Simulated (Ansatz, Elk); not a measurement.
# Bonding as seen by X-rays: AsC, part 2 of 2

The structure of AsC used here is made up (a known structure type with other elements) and was relaxed beforehand with PBEsol. The aim is the Fourier transform of its all-electron density, F(hkl), set beside the sum over free spherical atoms that refinements use.

Elk 11.2.3 (patched build); all-electron DFT.

So far: The starting structure; Ground state and structure factors; The highest occupied states alone.

The structure was built from a prototype and need not be the compound's stable phase.

## 4. Another functional

Level of this step: DFT, PBEsol, all-electron APW+lo, Dirac cores, scalar-relativistic bands, static density, no spin (Elk).

The difference from free atoms is small, so it is set against the change that PBEsol makes.

Contents of elk.in:

```
tasks
  0
  195

xctype
  22

spinpol
  .false.

rgkmax
  7.0

gmaxvr
  14.0

lmaxo
  7

lmaxapw
  8

swidth
  0.002

tshift
  .false.

ramdisk
  .false.

hmaxvr
  5.5

maxscl
  120

epspot
  1e-06

sppath
  './'

avec
  0.00000000000 6.18602176474 5.73530618320
  2.92554947803 -0.00000000000 5.73530618320
  2.92554947803 6.18602176474 -0.00000000000

atoms
  2
  'As.in'
  1
  0.6775351178 0.6775351178 0.3224648822   0.000000 0.000000 0.000000
  'C.in'
  1
  -0.0037351178 -0.0037351178 1.0037351178   0.000000 0.000000 0.000000

ngridk
  9 9 9
```

On the command line:

```bash
$ OMP_NUM_THREADS=4 elk
```

Numbers of over 12 decimals in the logs are rounded to 6 here.

Log:

```text
┌─────────────────────────┐
│ Elk code version 11.2.3 │
└─────────────────────────┘

All units are atomic (Hartree, Bohr, etc.)

┌─────────────────────────────────────────────────┐
│ Ground-state run starting from atomic densities │
└─────────────────────────────────────────────────┘

Lattice vectors :
   0.000000000       6.186021765       5.735306183
   2.925549478      -0.000000000       5.735306183
   2.925549478       6.186021765      -0.000000000

Reciprocal lattice vectors :
  -1.073847042      0.5078534756      0.5477637206
[...]
interstitial                :    4.143817649
 muffin-tins (core leakage)
  species : 1 (As)
   atom 1                    :    30.45543514     (  0.1433246324E-02)
  species : 2 (C)
   atom 1                    :    4.400747212     (  0.4436459556E-04)
 total in muffin-tins        :    34.85618235
 total calculated charge     :    38.99837459
 total charge                :    39.00000000
 error                       :   0.1625411516E-02

┌──────────────────────────────┐
│ Self-consistent loop stopped │
└──────────────────────────────┘

Warning : core states of species 1 leak from the muffin-tin :   0.1433246324E-02

Wrote STATE.OUT
[key lines of the parts left out:]
total energy                :     -2297.3379329530
```

Wall time 37 s (4 threads of Arm Neoverse V2, shared host); peak memory 0.16 GiB.

Against the first run R = 0.03 %; the largest change is -0.019 at 020.

## 5. Basis size

A smaller basis shows how fast F responds to it; the change is likely larger than the basis error of the first run, but doesn't show convergence.

elk.in: that of step 4 with these lines changed.

```diff
@@ -5,3 +5,3 @@
 xctype
-  22
+  20
 
@@ -11,3 +11,3 @@
 rgkmax
-  7.0
+  5.5
```

On the command line:

```bash
$ OMP_NUM_THREADS=4 elk
```

Log:

```text
┌─────────────────────────┐
│ Elk code version 11.2.3 │
└─────────────────────────┘

All units are atomic (Hartree, Bohr, etc.)

┌─────────────────────────────────────────────────┐
│ Ground-state run starting from atomic densities │
└─────────────────────────────────────────────────┘

Lattice vectors :
   0.000000000       6.186021765       5.735306183
   2.925549478      -0.000000000       5.735306183
   2.925549478       6.186021765      -0.000000000

Reciprocal lattice vectors :
  -1.073847042      0.5078534756      0.5477637206
[...]
interstitial                :    4.164587912
 muffin-tins (core leakage)
  species : 1 (As)
   atom 1                    :    30.44626856     (  0.1422026280E-02)
  species : 2 (C)
   atom 1                    :    4.389143523     (  0.4278515612E-04)
 total in muffin-tins        :    34.83541209
 total calculated charge     :    38.99850528
 total charge                :    39.00000000
 error                       :   0.1494717190E-02

┌──────────────────────────────┐
│ Self-consistent loop stopped │
└──────────────────────────────┘

Warning : core states of species 1 leak from the muffin-tin :   0.1422026280E-02

Wrote STATE.OUT
[key lines of the parts left out:]
total energy                :     -2299.0444071947
```

Elapsed: 20 s, on 4 threads; peak memory 0.16 GiB.

Against the first run R = 0.03 %; the largest change is +0.018 at 202.

## 6. A coarser k-mesh

About half the k-points along each axis test the sampling.

elk.in: that of step 5 with these lines changed.

```diff
@@ -11,3 +11,3 @@
 rgkmax
-  5.5
+  7.0
 
@@ -58,2 +58,2 @@
 ngridk
-  9 9 9
+  4 4 4
```

On the command line:

```bash
$ OMP_NUM_THREADS=4 elk
```

Log:

```text
┌─────────────────────────┐
│ Elk code version 11.2.3 │
└─────────────────────────┘

All units are atomic (Hartree, Bohr, etc.)

┌─────────────────────────────────────────────────┐
│ Ground-state run starting from atomic densities │
└─────────────────────────────────────────────────┘

Lattice vectors :
   0.000000000       6.186021765       5.735306183
   2.925549478      -0.000000000       5.735306183
   2.925549478       6.186021765      -0.000000000

Reciprocal lattice vectors :
  -1.073847042      0.5078534756      0.5477637206
[...]
interstitial                :    4.124804888
 muffin-tins (core leakage)
  species : 1 (As)
   atom 1                    :    30.45371880     (  0.1416890810E-02)
  species : 2 (C)
   atom 1                    :    4.421476308     (  0.4298449859E-04)
 total in muffin-tins        :    34.87519511
 total calculated charge     :    38.99840308
 total charge                :    39.00000000
 error                       :   0.1596919852E-02

┌──────────────────────────────┐
│ Self-consistent loop stopped │
└──────────────────────────────┘

Warning : core states of species 1 leak from the muffin-tin :   0.1416890810E-02

Wrote STATE.OUT
[key lines of the parts left out:]
total energy                :     -2299.0794862676
```

It took 7.6 s on 4 threads; peak memory 0.16 GiB.

Against the first run R = 0.01 %; the largest change is +0.025 at 020.

## 7. Settings against the effect

```
          run  R against the first run (%)  R against neutral atoms, low angle (%)  wall time
PBE, rgkmax 7                         0.00                                    0.29       35 s
       PBEsol                         0.03                                    0.28       37 s
   rgkmax 5.5                         0.03                                    0.27       20 s
 k-mesh 4×4×4                         0.01                                    0.30      7.6 s
```

## 8. Summary of results

* R against neutral atoms, sin θ/λ < 0.3 Å⁻¹: 0.29 %
* R against neutral atoms, 0.3 to 0.82 Å⁻¹: 0.18 %

What this shows: Independent neutral atoms miss the calculated amplitudes by R = 0.29 % below 0.3 Å⁻¹ and 0.18 % from there to 0.82 Å⁻¹; by shells, 0.29 % 0.15 to 0.3 (5 forms), 0.32 % 0.3 to 0.45 (14 forms), 0.15 % above 0.45 (76 forms). Bonding, aspherical density and the tables' own atoms all enter these figures, and the runs don't part them. The largest change of an amplitude is +0.16 electrons, at 020. R counts amplitudes alone; phases shift too. The window's part falls from 5.9 electrons at the origin to at most 0.10 between 0.45 and 0.82 Å⁻¹. Below 0.3 Å⁻¹ the changes that finished (PBEsol, rgkmax 5.5 and k-mesh 4×4×4) move F by R = 0.03 % at most, against the 0.29 % that separates it from free atoms. Part of the difference isn't bonding: the tables are fits to free atoms and ions calculated by other methods than this functional. Thermal motion, anomalous dispersion and extinction are left out.

[Logs are printed without paths, hosts, clocks, repeated set-up lines and the standing remarks that a program may print on its own settings, such as how far it seeks lower states.]

[Hosts, paths, dates, database ids (printed as entryN), source tags and the programs' standing remarks are cut or masked in the printed files.]
